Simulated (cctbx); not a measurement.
**What is wrong with this refinement?**

Cell a = 5.2240 Å, b = 5.2240 Å, c = 17.5930 Å, α = 90.00°, β = 90.00°, γ = 120.00°; space group P6_3/mmc (no. 194).

The data are simulated with cctbx, not measured: Mo Kα, λ = 0.71073 Å, to d = 0.84 Å, 95 % of the full sphere, strongest reflection 20000 counts, noise from counting, a 6 % proportional error and a noise floor of 2 counts (s.d.); no absorption.

An anisotropic refinement with weights 1/σ² prints:

```text
Rint 0.049, 178 unique reflections to 0.84 A
cycle     R1     wR2    GooF  max shift (A)
   1  0.5380  0.8567  35.704   0.08085
   4  0.4419  0.6962  29.014   0.00045
final R1 0.4421 wR2 0.6961 GooF 29.013  parameters 13  data/parameter 13.7
atom        x        y        z      Ueq    occ   su(xyz)  su(Uiso or U11)
Tl1    0.66667  0.33333  0.34462  -0.0275  1.000  0.00050  0.0060  NPD
Tl2    0.00000  0.00000  0.59337  -0.0191  1.000  0.00062  0.0064  NPD
Rh1    0.15711  0.84289  0.25000   0.0045  1.000  0.00400  0.0116  NPD
Co1    0.66667  0.33333  0.62722   0.3005  1.000  0.00278  0.3860  NPD
difference map: max 320.29 min -33.40 rms 24.97
Q1    0.0000  0.0000  0.0978    4  322.15  0.08 A from Tl2
Q2    0.3333  0.6667  0.6528    4  285.63  0.05 A from Tl1
Q3    0.0000  0.5000  0.0000    6  190.48  2.70 A from Co1
Q4    0.1634  0.3267  0.2500    6  185.69  0.06 A from Rh1
Q5    0.3333  0.6667  0.1289    4  121.43  0.03 A from Co1
Q6    0.1574  0.3149  0.7500    6   21.90  1.42 A from Rh1
```

**Question.** Can this result stand? If not, what is the likely fault?

Mend it. The fault: an atom left out, Co at (1/2, 1/2, 1/2). Against the right model at the same level, R1 goes from 0.0089 to 0.4421 and GooF from 0.86 to 29.01, U of Tl2 shrinks from 0.0151 to -0.0191 Å², U of Tl1 shrinks from 0.0137 to -0.0275 Å², the top difference peak, 322.1 e/Å³, lies on Tl2 and Tl1, Tl2, Rh1 and Co1 go non-positive-definite. Q3 is the missing atom. With scattering power missing, scale and phases suffer, so peaks may also grow on the heavy atoms.

The compound is Tl4Co5Rh3. The right model at the same level gives:

```text
Rint 0.049, 178 unique reflections to 0.84 A
cycle     R1     wR2    GooF  max shift (A)
   1  0.0480  0.1348   5.687   0.01379
   2  0.0089  0.0204   0.861   0.00000
final R1 0.0089 wR2 0.0204 GooF 0.861  parameters 17  data/parameter 10.5
atom        x        y        z      Ueq    occ   su(xyz)  su(Uiso or U11)
Tl1    0.66667  0.33333  0.34592   0.0137  1.000  0.00002  0.0001
Tl2    0.00000  0.00000  0.59482   0.0151  1.000  0.00002  0.0001
Rh1    0.16175  0.83825  0.25000   0.0228  1.000  0.00005  0.0002
Co1    0.50000  0.50000  0.50000   0.0158  1.000  0.00000  0.0003
Co2    0.66667  0.33333  0.62896   0.0335  1.000  0.00007  0.0005
difference map: max 0.59 min -0.47 rms 0.16
Q1    0.3333  0.6667  0.5345    4    0.62  1.63 A from Co1
Q2    0.2535  0.5070  0.0120   12    0.48  1.32 A from Co1
Q3    0.3333  0.6667  0.7120    4    0.48  1.02 A from Tl1
Q4    0.2733  0.5466  0.6033   12    0.47  1.05 A from Tl1
Q5    0.0428  0.0855  0.6573   12    0.45  1.17 A from Tl2
Q6    0.9990  0.2138  0.2500   12    0.44  0.75 A from Rh1
```

Isotropic U is held between 0.0001 and 1 Å² by the program, and listed peak heights are interpolated, so they can pass the grid's maximum.

The model was made for the exercise: a known structure type with other elements put in, its volume estimated, not relaxed; displacement parameters are assumed.

[Middle refinement cycles are left out of these outputs.]

[Logs are printed without paths, hosts, clocks, repeated set-up lines and the standing remarks that a program may print on its own settings, such as how far it seeks lower states.]
